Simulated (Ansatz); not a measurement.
# Lattice dynamics of BaZn (Pm-3m)

Aim: the phonons of BaZn (Pm-3m) at a cell relaxed beforehand at this level. After the zone centre comes a 4×4×4 q mesh on a 12×12×12 k mesh.

Main program and level: Ansatz 0.2.0; DFT PBEsol, scalar-relativistic, plane waves, PAW; PAW set soft_1.

### Step 1. Set-up

It takes space group Pm-3m (No. 221, cubic). The conventional cell has a = 3.991 Å, b = 3.991 Å, c = 3.991 Å, α = 90.00°, β = 90.00°, γ = 90.00°. Ba has 8 Zn at 3.46 Å nearest. Nearest to Zn lie 8 Ba at 3.46 Å. Farther neighbours are not listed.

### Step 2. Modes at Γ

The cell comes from relaxations at this level that are not shown. The zone centre comes first: it holds the modes that light can see, as far as symmetry allows. No field response is asked, since the mesh shows no gap.

Input file input.yaml:

```yaml
crystal:
  lattice:
    - [3.9906826975, 0.0, 0.0]
    - [0.0, 3.9906826975, 0.0]
    - [0.0, 0.0, 3.9906826975]
  atoms:
    - { symbol: Ba, position: [0.0, 0.0, 0.0] }
    - { symbol: Zn, position: [0.5, 0.5, 0.5] }
kpoints:
  mp_grid: { grid: [12, 12, 12] }
hamiltonian:
  xc: pbesol
  pseudopotentials: { kind: paw, azcp: { folder: soft_1 }, xc_functional: pbe }
scf:
  occupations: { method: methfessel_paxton, width: 0.2 }
output:
  eigenvalues: true
phonons:
  method: dfpt
```

Command:

```sh
> ansatz run input.yaml --threads 4 --pin off --max-ram 10240MiB --backend cpu --events-out ev --progress --plain --runs-dir out
```

Numbers of over 12 decimals in the logs are rounded to 6 here.

The log of the run:

```text
Engine: ansatz 0.2.0, aarch64-unknown-linux-gnu
Pseudopotentials: kind: paw
Pseudopotential: Ba, paw, valence charge 10, recommended cutoff 420 eV (normal), soft_1/Ba.paw.azcp
Pseudopotential: Zn, paw, valence charge 12, recommended cutoff 420 eV (normal), soft_1/Zn.paw.azcp
Functional definition: PBEsol
  exchange = pbesol_x
  correlation = pbesol_c
Crystal: 2 atoms, lattice volume = 63.554 Å³
Basis set: ecut = 420 eV, 1237 PW (Γ), exchange–correlation on 54×54×54 points (8 copies of the dense FFT grid, shifted against one another)
Bands: 15, of which v1, the nominal top of the filled ones, is band 11 counted from 1 (10 counted from 0)
Symmetry: 48 space group operations
k-points: 196 of 1728 (irreducible under 8 space group operations, time reversal used)
Non-local potential: Ba, projectors of the file, l = 0: 3, l = 1: 2, l = 2: 2, l = 3: 2
Non-local potential: Zn, projectors of the file, l = 0: 2, l = 1: 2, l = 2: 3, l = 3: 1
PAW form: soft (Blöchl's): semilocal exchange-correlation on the pseudo side does not see the compensation charge
PAW frozen core: Ba, regenerated for the run's functional, and the local potential with it (the file was generated under x = pbe(κ = 0.804, μ = 0.219515), c = pbe(β = 0.066725))
PAW frozen core: Zn, regenerated for the run's functional, and the local potential with it (the file was generated under x = pbe(κ = 0.804, μ = 0.219515), c = pbe(β = 0.066725))
PAW one-centre angular grid: Ba, 194 points (default); XC on 64 Gauss nodes
PAW one-centre angular grid: Zn, 590 points (default); XC on 64 Gauss nodes
Initial density: superposition of atomic densities (chi_scale 0.1, normalization cell, long waves kept (reshape's long-wave potential 0.00 eV rms))
Initial wavefunctions: pseudopotential atomic-orbital guess
Functional: x = pbesol(κ = 0.804, μ = 0.123457), c = pbesol(β = 0.046)
SCF iter   1: F=—  HF=-9145.362287 eV  |F-HF|=—  |Δ(HF+E_count)|=         —  Δρ=1.02e-1  dr2=5.99e0  ethr=3.10e-3  ⟨swp⟩=7.4  Hψ=20275  notcnv=0
preconditioner: auto → Kerker (q_TF=auto, 2.286 Å⁻¹)  [metal: Δε(μ)=0.033 eV  Ē_g=8.322 eV  σ=0.200 eV  W_gap=0.14  n_scr=18 (ndim 8)  ℏωp=20.8 eV  f_vac=0.000  D(μ)=1.59/eV (n_scr^D=6)]
SCF iter   2: F=—  HF=-9144.349682 eV  |F-HF|=—  |Δ(HF+E_count)|=    1.01e0  S|Δr|=    0.00e0  Δρ=4.41e-2  dr2=5.51e-1  ethr=3.10e-3  ⟨swp⟩=3.3  Hψ=8783  notcnv=0
SCF iter   3: F=—  HF=-9144.013434 eV  |F-HF|=—  |Δ(HF+E_count)|=   3.36e-1  S|Δr|=    0.00e0  Δρ=1.35e-2  dr2=2.91e-1  ethr=2.50e-3  ⟨swp⟩=2.0  Hψ=6650  notcnv=0
SCF iter   4: F=—  HF=-9143.934701 eV  |F-HF|=—  |Δ(HF+E_count)|=   7.87e-2  S|Δr|=    0.00e0  Δρ=6.93e-3  dr2=4.12e-2  ethr=1.32e-3  ⟨swp⟩=2.2  Hψ=6482  notcnv=0
SCF iter   5: F=—  HF=-9143.930885 eV  |F-HF|=—  |Δ(HF+E_count)|=   3.82e-3  S|Δr|=    0.00e0  Δρ=3.19e-3  dr2=3.96e-3  ethr=1.87e-4  ⟨swp⟩=2.0  Hψ=4358  notcnv=0
SCF iter   6: F=—  HF=-9143.929838 eV  |F-HF|=—  |Δ(HF+E_count)|=   1.05e-3  S|Δr|=    0.00e0  Δρ=4.60e-4  dr2=1.22e-4  ethr=1.80e-5  ⟨swp⟩=2.0  Hψ=5507  notcnv=0
SCF iter   7: F=—  HF=-9143.929829 eV  |F-HF|=—  |Δ(HF+E_count)|=   8.65e-6  S|Δr|=    0.00e0  Δρ=2.78e-4  dr2=3.80e-5  ethr=5.53e-7  ⟨swp⟩=1.9  Hψ=3706  notcnv=0
SCF iter   8: F=—  HF=-9143.929819 eV  |F-HF|=—  |Δ(HF+E_count)|=   1.04e-5  S|Δr|=    0.00e0  Δρ=3.74e-5  dr2=5.96e-7  ethr=1.73e-7  ⟨swp⟩=2.0  Hψ=4323  notcnv=0
SCF iter   9: F=—  HF=-9143.929819 eV  |F-HF|=—  |Δ(HF+E_count)|=   1.86e-7  S|Δr|=    0.00e0  Δρ=8.86e-6  dr2=3.30e-8  ethr=2.71e-9  ⟨swp⟩=2.0  Hψ=4372  notcnv=0
SCF iter  10: F=—  HF=-9143.929819 eV  |F-HF|=—  |Δ(HF+E_count)|=   5.69e-9  S|Δr|=    0.00e0  Δρ=2.07e-6  dr2=1.55e-9  ethr=1.50e-10  ⟨swp⟩=2.0  Hψ=4201  notcnv=0
SCF iter  11: F=-9143.929819 eV  HF=-9143.929819 eV  |F-HF|=0.00e0  |Δ(HF+E_count)|=  2.24e-10  S|Δr|=    0.00e0  Δρ=9.69e-8  dr2=5.51e-12  ethr=1.00e-12  ⟨swp⟩=6.0  Hψ=19083  notcnv=0
the search or the solves at the SCF's close seem to have found levels that the self-consistency loop had missed (the run counts 3). By its estimate they hold under 1e-12 electrons; where the run keeps them, the occupations were computed again with them
SCF 1 converged in 11 iterations: F = -9143.929819 eV  dr2 = 5.51e-12
  greatest PAW one-centre occupation: 0.982 electrons in one spin orbital (limit 2), on the Zn atom at site 1 (counted from 0), in its partial waves of l = 2
DFPT response loops at Γ: preconditioner auto → Kerker (q_TF=auto, 2.286 Å⁻¹) (partly filled bands, converged f_vac=0.000); β = 1.00, the filter's whole step (`scf.mixing.beta` (0.50) is not read by the response loops under this deck's `scf.mixing.preconditioner`; to damp them name `kerker` or `kerker_dos`, under which they read `scf.mixing.beta`, and type it under 1.00, their step now; both keys bind the ground state too); Broyden in place of MSR1
SCF converged after 11 iterations
Stability not checked: this state was not tested for a lower state beside it, because cold or Methfessel-Paxton smearing, or corrected tetrahedra, fill the levels in a way that the test cannot read (fill_not_monotonic; see scf.lower_state_search)
Free energy (F): -9143.929819 eV
Harris-Foulkes:  -9143.929819 eV  (|F-HF|=0.00e0)
Internal energy: -9143.929226 eV  (E = F + TS)
E sigma→0 (E₀):  -9143.929671 eV
Entropy (-TS):   -0.000593 eV (-0.297 meV/atom)
Fermi energy:    8.330175 eV
--- Per-component energies (eV) ---
  E_band       = -30.884275
  E_kinetic    = 305.912172
  E_local      = -2439.185221  (includes V_loc(G=0)·N_el)
  E_nonlocal   = 912.549711
  E_hartree    = 913.110014
  E_xc         = -273.030402
  E_vxc        = -177.886491  (∫ρ·V_xc dr)
  E_paw        = -6967.977644  (= ΣΔE_a)
  E_vpaw       = -458.494252  (= ΣTr[D̂ρ^β])
  E_aug_tail   = -0.000265  (compensation charges beyond the density's cutoff)
  E_ewald      = -1596.256384
  E_core_change = 0.948793  (= ΣΔE_core)
  E_smearing   = -0.000593  (= −TS)
  E_closure    = 0.000000  (closes the sum)
  Σ components = -9143.929819   (vs F -9143.929819, Δ=0.00e0)
--- Band table (eV; the first three rows and the last of 196) ---
  k-point 0: bands = [... 7 lower, 1.3904, 1.3904, 2.8783, 8.8314, 8.8314, 12.1053, 12.1053, 12.1053]
  k-point 1: bands = [... 7 lower, 1.3907, 1.3908, 2.9790, 8.8561, 8.8637, 11.8361, 11.8361, 11.8398]
  k-point 2: bands = [... 7 lower, 1.3919, 1.3920, 3.2638, 8.7747, 8.9568, 11.3143, 11.3143, 11.5210]
  k-point 195: bands = [... 7 lower, 1.4601, 1.4601, 6.4977, 6.9818, 6.9818, 6.9818, 14.2052, 14.2052]
--- Phonons (Γ-DFPT): 2 representative perturbations + reference, on 196 of 1728 k-points (Σ response iterations 7) ---
  k mesh reduced under 8 symmetry operations, with k and −k counted as one. Each operation leaves every solved perturbation unchanged. A smaller set is not used because it would not reduce the number of displacements times k-points to solve
  ASR residual: 6.650e-5 → 0.000e0 eV/Å²; symmetrization residual: 3.821e-6 eV/Å²
  ASR residual per site (eV/Å²): 6.65e-5 1.62e-5
  Γ frequencies (cm⁻¹): 0.00 0.00 0.00 105.41 105.41 105.41
  non-analytic LO–TO correction: not included (Born effective charges unavailable; polar crystals: no LO–TO splitting at Γ)
```

It took 16 s on 4 threads of Arm Neoverse V2, shared host; peak memory 0.87 GiB.

The column dr2 measures how far the density is from self-consistency, as an energy; F and HF (Harris–Foulkes) agree once it is small.

Numbers from this step:

```
volume per atom                                         : 31.78 Å³
gap on the k-mesh                                       : 0 eV
sum-rule residual before enforcement                    : 6.65e-5 eV/Å²
point group                                             : m-3m
highest optical mode at the zone centre (no LO-TO term) : 105.4 cm⁻¹
lowest optical zone-centre mode                         : 105.4 cm⁻¹
```

Patterns of degenerate modes are one choice out of their space. The modes at Γ (shares of kinetic energy by element, %):

| mode | frequency (cm⁻¹) | symmetry | Ba % | Zn % |
| --- | --- | --- | --- | --- |
| 1 | 0.0 | acoustic | 68 | 32 |
| 2 | 0.0 | acoustic | 68 | 32 |
| 3 | 0.0 | acoustic | 68 | 32 |
| 4 | 105.4 | T1u | 32 | 68 |
| 5 | 105.4 | T1u | 32 | 68 |
| 6 | 105.4 | T1u | 32 | 68 |

Displacements in mode 6 (105.4 cm⁻¹), the largest set to 1:
```
Ba1  0.00 -0.48  0.00
Zn2  0.00  1.00  0.00
```

Before it was imposed, the acoustic sum rule was missed by 6.6e-5 eV/Å². Small misses are needed for a sound result but don't prove that mesh and cutoff are converged. The lowest optical mode is real, 105 cm⁻¹.

[end of part 1 of 2]

[Logs are printed without paths, hosts, clocks, repeated set-up lines and the standing remarks that a program may print on its own settings, such as how far it seeks lower states.]

[Hosts, paths, dates, database ids (printed as entryN), source tags and the programs' standing remarks are cut or masked in the printed files.]
